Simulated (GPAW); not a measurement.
## 2H-VSeTe monolayer: work function by functional and basis

Wanted: work functions and dipole of 2H-VSeTe monolayer, with the cost of each level.

Main program and level: GPAW 26.7.0; GPAW, PAW setups; layer in a repeated cell with vacuum, relaxation of atoms and in-plane cell, in the first sound run; inputs show where later runs differ.

## (1) The starting structure

The cell holds 3 atoms: 1 Te, 1 V and 1 Se. Its edges and angles: a = 3.465 Å, b = 3.465 Å, c = 21.582 Å, α = 90.0°, β = 90.0°, γ = 120.0°. Vacuum lies along c.

## (2) Relaxing the atoms

Forces are removed first; all later runs use this geometry.

Contents of run.py:

```python
import json
import numpy as np
from ase import Atoms
from ase.filters import FrechetCellFilter
from ase.optimize import BFGS
from gpaw import GPAW, PW

slab = Atoms(
    ['Te', 'V', 'Se'],
    positions=[
        [-0.00000, 2.00052, 9.00000],
        [0.00000, 0.00000, 10.92605],
        [-0.00000, 2.00052, 12.58205]],
    cell=[[3.465, 0.0, 0.0], [-1.7325, 3.00078, 0.0], [0.0, 0.0, 21.582]],
    pbc=[True, True, True],
    magmoms=[0.0, 1.0, 0.0])

slab.calc = GPAW(mode=PW(600), xc='PBE', kpts={'size': (9, 9, 1), 'gamma': True},
                 occupations={'name': 'fermi-dirac', 'width': 0.05}, nbands='160%',
                 convergence={'density': 1e-05}, maxiter=200,
                 symmetry={'tolerance': 1e-3}, txt='slab.txt')
result = {}
# The in-plane cell is free; stress needs a cell that repeats along all three vectors
path = []
opt = BFGS(FrechetCellFilter(slab, mask=[1, 1, 0, 0, 0, 1]), maxstep=0.2)
opt.attach(lambda: path.append((slab.get_potential_energy(), slab.positions.tolist(), slab.get_forces().tolist())))
result['relaxed'] = bool(opt.run(fmax=0.02, steps=45))
result['path'] = path
result['cell'] = slab.cell.tolist()
print('in-plane lattice', slab.cell.cellpar().round(4)[[0, 1, 5]])
energy = slab.get_potential_energy()
fermi = slab.calc.get_fermi_level()
v = slab.calc.get_electrostatic_potential().mean((0, 1)) - fermi
n = slab.calc.get_pseudo_density().mean((0, 1))
L = slab.cell[2, 2]
z = np.arange(len(v)) * L / len(v)
low, high = slab.positions[:, 2].min(), slab.positions[:, 2].max()
below, above = np.interp([low - 6.8, high + 6.8], z, v)
slopes = [np.interp(x, z, np.gradient(v, z)) for x in (low - 6.8, high + 6.8)]
eps = np.array([[slab.calc.get_eigenvalues(k, s) for k in range(len(slab.calc.get_ibz_k_points()))]
                for s in range(slab.calc.get_number_of_spins())]) - fermi
top, bottom = eps[eps < 0].max(), eps[eps > 0].min()
dipole = slab.get_dipole_moment()[2]
print(f'energy {energy:.4f} eV, Fermi level {fermi:.4f} eV, dipole {dipole:.5f} e A')
print(f'potential 6.8 A off the faces, from the Fermi level: lower {below:.4f} eV, upper {above:.4f} eV')
print(f'slope of the potential there: lower {slopes[0]:.5f}, upper {slopes[1]:.5f} eV/A')
print(f'nearest levels on the mesh: {top:.4f} and {bottom:.4f} eV')
print('magnetic moment', round(slab.get_magnetic_moment(), 3))
result.update(energy=energy, fermi=fermi, dipole=dipole, below=below, above=above, slopes=slopes, edges=[top, bottom],
              z=z.tolist(), v=v.tolist(), n=n.tolist(), positions=slab.positions.tolist(),
              forces=slab.get_forces(apply_constraint=False).tolist(), moments=slab.get_magnetic_moments().tolist())
json.dump(result, open('result.json', 'w'))
```

Started as:

```console
$ OMP_NUM_THREADS=1 OPENBLAS_NUM_THREADS=1 python run.py
```

Log:

```text
Step          Energy          fmax
BFGS:    0      -16.574267        1.461825
BFGS:    1      -16.620207        1.217644
BFGS:    2      -16.714444        0.470186
BFGS:    3      -16.720491        0.252603
BFGS:    4      -16.724324        0.167555
BFGS:    5      -16.727784        0.115669
BFGS:    6      -16.728802        0.128071
BFGS:    7      -16.730018        0.084307
BFGS:    8      -16.730620        0.049651
BFGS:    9      -16.730788        0.011980
in-plane lattice [  3.4742   3.4742 120.    ]
energy -16.7285 eV, Fermi level -1.4747 eV, dipole -0.03792 e A
potential 6.8 A off the faces, from the Fermi level: lower 5.0005 eV, upper 5.1409 eV
slope of the potential there: lower -0.03017, upper -0.03029 eV/A
nearest levels on the mesh: -0.0469 and 0.0898 eV
magnetic moment 0.974
```

Elapsed: 8.3 min, on 1 thread of Intel Xeon Platinum 8488C (Sapphire Rapids), shared host; peak memory 0.48 GiB.

Numbers from this step:

| Item | Value |
| --- | --- |
| dipole along the normal | -0.03792 e·Å |
| levels nearest the Fermi level on the mesh | -0.04689, 0.08980 eV from the Fermi level |
| site moments | -0.06715, 0.9300, -0.02834 μB |
| sum of the site moments | 0.8345 μB |

Table of electrostatic potential energy of an electron (without an applied field's), less the Fermi level, planar mean by z:

| z (Å) | electrostatic potential energy of an electron (without an applied field's), less the Fermi level, planar mean (eV) |
| --- | --- |
| 0 | 5.07 |
| 1 | 5.04 |
| 2 | 5.01 |
| 3 | 4.98 |
| 4 | 4.95 |
| 5 | 4.92 |
| 6 | 4.88 |
| 7 | 4.67 |
| 8 | 1.75 |
| 9 | -20.6 |
| 10 | -3.43 |
| 11 | -11.8 |
| 12 | -8.45 |
| 13 | -3.70 |
| 14 | 4.82 |
| 15 | 5.24 |
| 16 | 5.24 |
| 17 | 5.21 |
| 18 | 5.18 |
| 19 | 5.15 |
| 20 | 5.12 |
| 21 | 5.09 |

The pseudo valence density, planar mean by z:

| z (Å) | pseudo valence density, planar mean (e/Å³) |
| --- | --- |
| 5.5 | 1.2e-4 |
| 6.0 | 5.0e-4 |
| 6.5 | 0.00205 |
| 7.0 | 0.00841 |
| 7.5 | 0.0340 |
| 8.0 | 0.123 |
| 8.5 | 0.292 |
| 9.0 | 0.133 |
| 9.5 | 0.324 |
| 10.0 | 0.314 |
| 10.5 | 0.575 |
| 11.0 | 1.38 |
| 11.5 | 0.503 |
| 12.0 | 0.418 |
| 12.5 | 0.223 |
| 13.0 | 0.308 |
| 13.5 | 0.104 |
| 14.0 | 0.0240 |
| 14.5 | 0.00526 |
| 15.0 | 0.00120 |
| 15.5 | 2.8e-4 |
| 16.0 | 6.6e-5 |

Site moment by atom:

| atom | site moment (μB) |
| --- | --- |
| Te1 | -0.067 |
| V2 | 0.930 |
| Se3 | -0.028 |

The relaxation lowered the energy of the cell by 0.157 eV (energies extrapolated to zero smearing; the optimiser's log prints free energies). The largest force left on a free atom is 0.012 eV/Å.

## (3) Plane waves, PBE

The work function is the vacuum plateau of the electrostatic potential less the Fermi level; a dipole layer lets the two faces have plateaus of their own.

This step: GPAW, PAW setups; slab in vacuum (GPAW 26.7.0).

The cell differs from the one that the last finished run ended in (c 21.582 → 21.339 Å).

Changes to run.py since step 2:

```diff
@@ -3,4 +3,2 @@
 from ase import Atoms
-from ase.filters import FrechetCellFilter
-from ase.optimize import BFGS
 from gpaw import GPAW, PW
@@ -10,22 +8,15 @@
     positions=[
-        [-0.00000, 2.00052, 9.00000],
-        [0.00000, 0.00000, 10.92605],
-        [-0.00000, 2.00052, 12.58205]],
-    cell=[[3.465, 0.0, 0.0], [-1.7325, 3.00078, 0.0], [0.0, 0.0, 21.582]],
-    pbc=[True, True, True],
+        [0.00000, 2.00586, 9.00000],
+        [-0.00000, 0.00000, 10.83901],
+        [0.00000, 2.00586, 12.33867]],
+    cell=[[3.47424, 0.0, 0.0], [-1.73712, 3.00878, 0.0], [0.0, 0.0, 21.3387]],
+    pbc=[True, True, False],
     magmoms=[0.0, 1.0, 0.0])
 
-slab.calc = GPAW(mode=PW(600), xc='PBE', kpts={'size': (9, 9, 1), 'gamma': True},
+slab.calc = GPAW(mode=PW(400), xc='PBE', kpts={'size': (9, 9, 1), 'gamma': True},
                  occupations={'name': 'fermi-dirac', 'width': 0.05}, nbands='160%',
                  convergence={'density': 1e-05}, maxiter=200,
+                 poissonsolver={'dipolelayer': 'xy'},
                  symmetry={'tolerance': 1e-3}, txt='slab.txt')
 result = {}
-# The in-plane cell is free; stress needs a cell that repeats along all three vectors
-path = []
-opt = BFGS(FrechetCellFilter(slab, mask=[1, 1, 0, 0, 0, 1]), maxstep=0.2)
-opt.attach(lambda: path.append((slab.get_potential_energy(), slab.positions.tolist(), slab.get_forces().tolist())))
-result['relaxed'] = bool(opt.run(fmax=0.02, steps=45))
-result['path'] = path
-result['cell'] = slab.cell.tolist()
-print('in-plane lattice', slab.cell.cellpar().round(4)[[0, 1, 5]])
 energy = slab.get_potential_energy()
```

Log:

```text
energy -16.6900 eV, Fermi level -1.4350 eV, dipole -0.02773 e A
potential 6.8 A off the faces, from the Fermi level: lower 4.8352 eV, upper 5.3118 eV
slope of the potential there: lower 0.00006, upper -0.00004 eV/A
nearest levels on the mesh: -0.0445 and 0.0880 eV
magnetic moment 0.973
```

Run time: 42 s. Hardware: 1 thread; peak memory 0.25 GiB.

This step gave:

```yaml
dipole_along_the_normal: -0.02773 e·Å
levels_nearest_the_fermi_level_on_the_mesh: -0.04449, 0.08805 eV from the Fermi level
upper_work_function: 5.312 eV
lower_work_function: 4.835 eV
site_moments: -0.06691, 0.9277, -0.02811 μB
sum_of_the_site_moments: 0.8327 μB
```

The electrostatic potential energy of an electron (without an applied field's), less the Fermi level, planar mean by z:

| z (Å) | electrostatic potential energy of an electron (without an applied field's), less the Fermi level, planar mean (eV) |
| --- | --- |
| 0 | 5.07 |
| 1 | 4.84 |
| 2 | 4.84 |
| 3 | 4.84 |
| 4 | 4.84 |
| 5 | 4.83 |
| 6 | 4.82 |
| 7 | 4.57 |
| 8 | 0.686 |
| 9 | -21.4 |
| 10 | -3.11 |
| 11 | -11.0 |
| 12 | -11.3 |
| 13 | -1.34 |
| 14 | 4.97 |
| 15 | 5.29 |
| 16 | 5.31 |
| 17 | 5.31 |
| 18 | 5.31 |
| 19 | 5.31 |
| 20 | 5.31 |
| 21 | 5.28 |

The pseudo valence density, planar mean by z:

| z (Å) | pseudo valence density, planar mean (e/Å³) |
| --- | --- |
| 5.0 | 4.4e-5 |
| 5.5 | 1.8e-4 |
| 6.0 | 7.0e-4 |
| 6.5 | 0.00287 |
| 7.0 | 0.0115 |
| 7.5 | 0.0457 |
| 8.0 | 0.159 |
| 8.5 | 0.301 |
| 9.0 | 0.119 |
| 9.5 | 0.344 |
| 10.0 | 0.306 |
| 10.5 | 0.801 |
| 11.0 | 1.21 |
| 11.5 | 0.426 |
| 12.0 | 0.393 |
| 12.5 | 0.266 |
| 13.0 | 0.259 |
| 13.5 | 0.0773 |
| 14.0 | 0.0179 |
| 14.5 | 0.00378 |
| 15.0 | 8.7e-4 |
| 15.5 | 2.0e-4 |
| 16.0 | 4.7e-5 |

The potential is flat to 6.1e-5 eV/Å where it is read, so the vacuum is wide enough.

## (4) Self-consistent run: xc = "vdW-DF2"

The same geometry under vdW-DF2, to see how far the functional moves the levels against the vacuum (the van der Waals functionals take revPBE setups).

Changes to run.py since step 3:

```diff
@@ -15,3 +15,3 @@
 
-slab.calc = GPAW(mode=PW(400), xc='PBE', kpts={'size': (9, 9, 1), 'gamma': True},
+slab.calc = GPAW(mode=PW(400), xc='vdW-DF2', kpts={'size': (9, 9, 1), 'gamma': True},
                  occupations={'name': 'fermi-dirac', 'width': 0.05}, nbands='160%',
```

Log:

```text
energy -228.1784 eV, Fermi level -1.5905 eV, dipole -0.03049 e A
potential 6.8 A off the faces, from the Fermi level: lower 5.0851 eV, upper 5.6094 eV
slope of the potential there: lower 0.00004, upper -0.00002 eV/A
nearest levels on the mesh: -0.0859 and 0.1355 eV
magnetic moment 0.984
```

The job ended after 55 s (1 thread; peak memory 0.43 GiB).

This step gave:

| Item | Value |
| --- | --- |
| dipole along the normal | -0.03049 e·Å |
| levels nearest the Fermi level on the mesh | -0.08588, 0.1355 eV from the Fermi level |
| upper work function | 5.609 eV |
| lower work function | 5.085 eV |
| site moments | -0.05905, 0.9237, -0.02083 μB |
| sum of the site moments | 0.8438 μB |

Table of electrostatic potential energy of an electron (without an applied field's), less the Fermi level, planar mean by z:

z (Å), electrostatic potential energy of an electron (without an applied field's), less the Fermi level, planar mean (eV) and a bar from the least value:
```
        0        5.3 ##############################
        1        5.1 #############################
        2        5.1 #############################
        3        5.1 #############################
        4        5.1 #############################
        5        5.1 #############################
        6        5.1 #############################
        7        4.8 #############################
        8        0.7 #########################
        9      -21.6 
       10       -3.4 ####################
       11      -11.2 ###########
       12      -11.4 ###########
       13       -1.3 ######################
       14        5.2 ##############################
       15        5.6 ##############################
       16        5.6 ##############################
       17        5.6 ##############################
       18        5.6 ##############################
       19        5.6 ##############################
       20        5.6 ##############################
       21        5.6 ##############################
```

The pseudo valence density, planar mean oscillates, so the rows of the table below give means over windows of 1 Å about each position, cut where the curve ends. Its maxima inside the range that stand out by 2 % of the span (Å: e/Å³): 8.5: 0.304, 9.6: 0.362, 10.9: 1.44, 12.8: 0.340. Its minima: 9.0: 0.105, 10.0: 0.301, 12.4: 0.200.

Table of pseudo valence density, planar mean by z; means over each step:

z (Å), pseudo valence density, planar mean (e/Å³) and a bar:
```
        5       0.00 
        6       0.00 
        7       0.02 #
        8       0.17 #####
        9       0.22 #######
       10       0.40 ############
       11       0.98 ##############################
       12       0.35 ###########
       13       0.23 #######
       14       0.03 #
       15       0.00 
       16       0.00
```

Force by atom:

| atom | x (eV/Å) | y (eV/Å) | z (eV/Å) | size |
| --- | --- | --- | --- | --- |
| Te1 | 0.000 | 0.000 | -0.700 | 0.700 |
| V2 | 0.000 | 0.000 | 0.011 | 0.011 |
| Se3 | 0.000 | 0.000 | 0.688 | 0.688 |

The upper face's work function is 5.609 eV, against 5.312 eV in the first plane-wave PBE run at this geometry.

## (5) Self-consistent run: xc = "LDA"

The same geometry under LDA, to see how far the functional moves the levels against the vacuum.

Changes to run.py since step 4:

```diff
@@ -15,3 +15,3 @@
 
-slab.calc = GPAW(mode=PW(400), xc='vdW-DF2', kpts={'size': (9, 9, 1), 'gamma': True},
+slab.calc = GPAW(mode=PW(400), xc='LDA', kpts={'size': (9, 9, 1), 'gamma': True},
                  occupations={'name': 'fermi-dirac', 'width': 0.05}, nbands='160%',
```

Log:

```text
energy -18.8160 eV, Fermi level -1.7544 eV, dipole -0.02174 e A
potential 6.8 A off the faces, from the Fermi level: lower 5.1813 eV, upper 5.5543 eV
slope of the potential there: lower 0.00006, upper -0.00004 eV/A
nearest levels on the mesh: -0.0505 and 0.0012 eV
magnetic moment 0.811
```

Elapsed: 36 s, on 1 thread; peak memory 0.24 GiB.

This step gave:

* dipole along the normal: -0.02174 e·Å
* levels nearest the Fermi level on the mesh: -0.05054, 0.001208 eV from the Fermi level
* upper work function: 5.554 eV
* lower work function: 5.181 eV
* site moments: -0.03934, 0.7444, -0.01555 μB
* sum of the site moments: 0.6895 μB

The upper face's work function is 5.554 eV, against 5.312 eV in the first plane-wave PBE run at this geometry.

## (6) Self-consistent run: xc = "revPBE"

The same geometry under revPBE, to see how far the functional moves the levels against the vacuum.

Changes to run.py since step 5:

```diff
@@ -15,3 +15,3 @@
 
-slab.calc = GPAW(mode=PW(400), xc='LDA', kpts={'size': (9, 9, 1), 'gamma': True},
+slab.calc = GPAW(mode=PW(400), xc='revPBE', kpts={'size': (9, 9, 1), 'gamma': True},
                  occupations={'name': 'fermi-dirac', 'width': 0.05}, nbands='160%',
```

Log:

```text
energy -15.7710 eV, Fermi level -1.3294 eV, dipole -0.02879 e A
potential 6.8 A off the faces, from the Fermi level: lower 4.7144 eV, upper 5.2094 eV
slope of the potential there: lower 0.00006, upper -0.00003 eV/A
nearest levels on the mesh: -0.0745 and 0.1160 eV
magnetic moment 0.984
```

Wall time 43 s (1 thread); peak memory 0.25 GiB.

Numbers from this step:

```yaml
dipole_along_the_normal: -0.02879 e·Å
levels_nearest_the_fermi_level_on_the_mesh: -0.07446, 0.1160 eV from the Fermi level
upper_work_function: 5.209 eV
lower_work_function: 4.714 eV
site_moments: -0.07447, 0.9563, -0.03386 μB
sum_of_the_site_moments: 0.8479 μB
```

The upper face's work function is 5.209 eV, against 5.312 eV in the first plane-wave PBE run at this geometry.

## (7) OptPBE vdW: xc = "optPBE-vdW"

The same geometry under optPBE-vdW, to see how far the functional moves the levels against the vacuum (the van der Waals functionals take revPBE setups).

Changes to run.py since step 6:

```diff
@@ -15,3 +15,3 @@
 
-slab.calc = GPAW(mode=PW(400), xc='revPBE', kpts={'size': (9, 9, 1), 'gamma': True},
+slab.calc = GPAW(mode=PW(400), xc='optPBE-vdW', kpts={'size': (9, 9, 1), 'gamma': True},
                  occupations={'name': 'fermi-dirac', 'width': 0.05}, nbands='160%',
```

Log:

```text
energy -51.6109 eV, Fermi level -1.5665 eV, dipole -0.02881 e A
potential 6.8 A off the faces, from the Fermi level: lower 5.0126 eV, upper 5.5079 eV
slope of the potential there: lower 0.00006, upper -0.00003 eV/A
nearest levels on the mesh: -0.0485 and 0.0954 eV
magnetic moment 0.973
```

Run time: 57 s. Hardware: 1 thread; peak memory 0.43 GiB.

Numbers from this step:

| Quantity | Value |
| --- | --- |
| dipole along the normal | -0.02881 e·Å |
| levels nearest the Fermi level on the mesh | -0.04847, 0.09540 eV from the Fermi level |
| upper work function | 5.508 eV |
| lower work function | 5.013 eV |
| site moments | -0.06771, 0.9332, -0.02796 μB |
| sum of the site moments | 0.8375 μB |

Electrostatic potential energy of an electron (without an applied field's), less the Fermi level, planar mean against z:

| z (Å) | electrostatic potential energy of an electron (without an applied field's), less the Fermi level, planar mean (eV) |
| --- | --- |
| 0.0 | 5.26 |
| 0.5 | 5.01 |
| 1.0 | 5.01 |
| 1.5 | 5.01 |
| 2.0 | 5.01 |
| 2.5 | 5.01 |
| 3.0 | 5.01 |
| 3.5 | 5.01 |
| 4.0 | 5.01 |
| 4.5 | 5.01 |
| 5.0 | 5.01 |
| 5.5 | 5.01 |
| 6.0 | 4.99 |
| 6.5 | 4.93 |
| 7.0 | 4.71 |
| 7.5 | 3.87 |
| 8.0 | 0.726 |
| 8.5 | -9.61 |
| 9.0 | -21.4 |
| 9.5 | -10.3 |
| 10.0 | -3.16 |
| 10.5 | -8.36 |
| 11.0 | -11.0 |
| 11.5 | -4.96 |
| 12.0 | -11.3 |
| 12.5 | -15.5 |
| 13.0 | -1.29 |
| 13.5 | 3.87 |
| 14.0 | 5.12 |
| 14.5 | 5.41 |
| 15.0 | 5.48 |
| 15.5 | 5.50 |
| 16.0 | 5.51 |
| 16.5 | 5.51 |
| 17.0 | 5.51 |
| 17.5 | 5.51 |
| 18.0 | 5.51 |
| 18.5 | 5.51 |
| 19.0 | 5.51 |
| 19.5 | 5.51 |
| 20.0 | 5.51 |
| 20.5 | 5.51 |
| 21.0 | 5.47 |

The upper face's work function is 5.508 eV, against 5.312 eV in the first plane-wave PBE run at this geometry.

## (8) Self-consistent run: xc = "RPBE"

The same geometry under RPBE, to see how far the functional moves the levels against the vacuum.

Changes to run.py since step 7:

```diff
@@ -15,3 +15,3 @@
 
-slab.calc = GPAW(mode=PW(400), xc='optPBE-vdW', kpts={'size': (9, 9, 1), 'gamma': True},
+slab.calc = GPAW(mode=PW(400), xc='RPBE', kpts={'size': (9, 9, 1), 'gamma': True},
                  occupations={'name': 'fermi-dirac', 'width': 0.05}, nbands='160%',
```

Log:

```text
energy -15.6120 eV, Fermi level -1.3155 eV, dipole -0.02938 e A
potential 6.8 A off the faces, from the Fermi level: lower 4.7037 eV, upper 5.2090 eV
slope of the potential there: lower 0.00006, upper -0.00003 eV/A
nearest levels on the mesh: -0.0870 and 0.1264 eV
magnetic moment 0.987
```

Elapsed: 39 s, on 1 thread; peak memory 0.25 GiB.

This step gave:

* dipole along the normal: -0.02938 e·Å
* levels nearest the Fermi level on the mesh: -0.08703, 0.1264 eV from the Fermi level
* upper work function: 5.209 eV
* lower work function: 4.704 eV
* site moments: -0.07701, 0.9649, -0.03579 μB
* sum of the site moments: 0.8521 μB

Electrostatic potential energy of an electron (without an applied field's), less the Fermi level, planar mean against z:

| z (Å) | electrostatic potential energy of an electron (without an applied field's), less the Fermi level, planar mean (eV) |
| --- | --- |
| 0 | 4.96 |
| 1 | 4.70 |
| 2 | 4.70 |
| 3 | 4.70 |
| 4 | 4.70 |
| 5 | 4.70 |
| 6 | 4.69 |
| 7 | 4.44 |
| 8 | 0.562 |
| 9 | -21.5 |
| 10 | -3.25 |
| 11 | -11.2 |
| 12 | -11.4 |
| 13 | -1.45 |
| 14 | 4.86 |
| 15 | 5.19 |
| 16 | 5.21 |
| 17 | 5.21 |
| 18 | 5.21 |
| 19 | 5.21 |
| 20 | 5.21 |
| 21 | 5.17 |

The upper face's work function is 5.209 eV, against 5.312 eV in the first plane-wave PBE run at this geometry.

## (9) Real-space grid: mode = "fd"

A real-space grid is a second complete basis, so it checks the plane-wave result.

Changes to run.py since step 8:

```diff
@@ -3,3 +3,3 @@
 from ase import Atoms
-from gpaw import GPAW, PW
+from gpaw import GPAW
 
@@ -15,3 +15,3 @@
 
-slab.calc = GPAW(mode=PW(400), xc='RPBE', kpts={'size': (9, 9, 1), 'gamma': True},
+slab.calc = GPAW(mode='fd', h=0.18, xc='PBE', kpts={'size': (9, 9, 1), 'gamma': True},
                  occupations={'name': 'fermi-dirac', 'width': 0.05}, nbands='160%',
```

Log:

```text
energy -16.6977 eV, Fermi level -5.0757 eV, dipole -0.02742 e A
potential 6.8 A off the faces, from the Fermi level: lower 4.8383 eV, upper 5.3130 eV
slope of the potential there: lower -0.00000, upper 0.00000 eV/A
nearest levels on the mesh: -0.0450 and 0.0885 eV
magnetic moment 0.973
```

Elapsed: 2 min, on 1 thread; peak memory 0.52 GiB.

Numbers from this step:

* dipole along the normal: -0.02742 e·Å
* levels nearest the Fermi level on the mesh: -0.04504, 0.08853 eV from the Fermi level
* upper work function: 5.313 eV
* lower work function: 4.838 eV
* site moments: -0.06713, 0.9298, -0.02830 μB
* sum of the site moments: 0.8344 μB

The upper face's work function is 5.313 eV, against 5.312 eV in the first plane-wave PBE run at this geometry.

(Part 1 of 2 ends here.)

[Logs are printed without paths, hosts, clocks, repeated set-up lines and the standing remarks that a program may print on its own settings, such as how far it seeks lower states.]

[Hosts, paths, dates, database ids (printed as entryN), source tags and the programs' standing remarks are cut or masked in the printed files.]
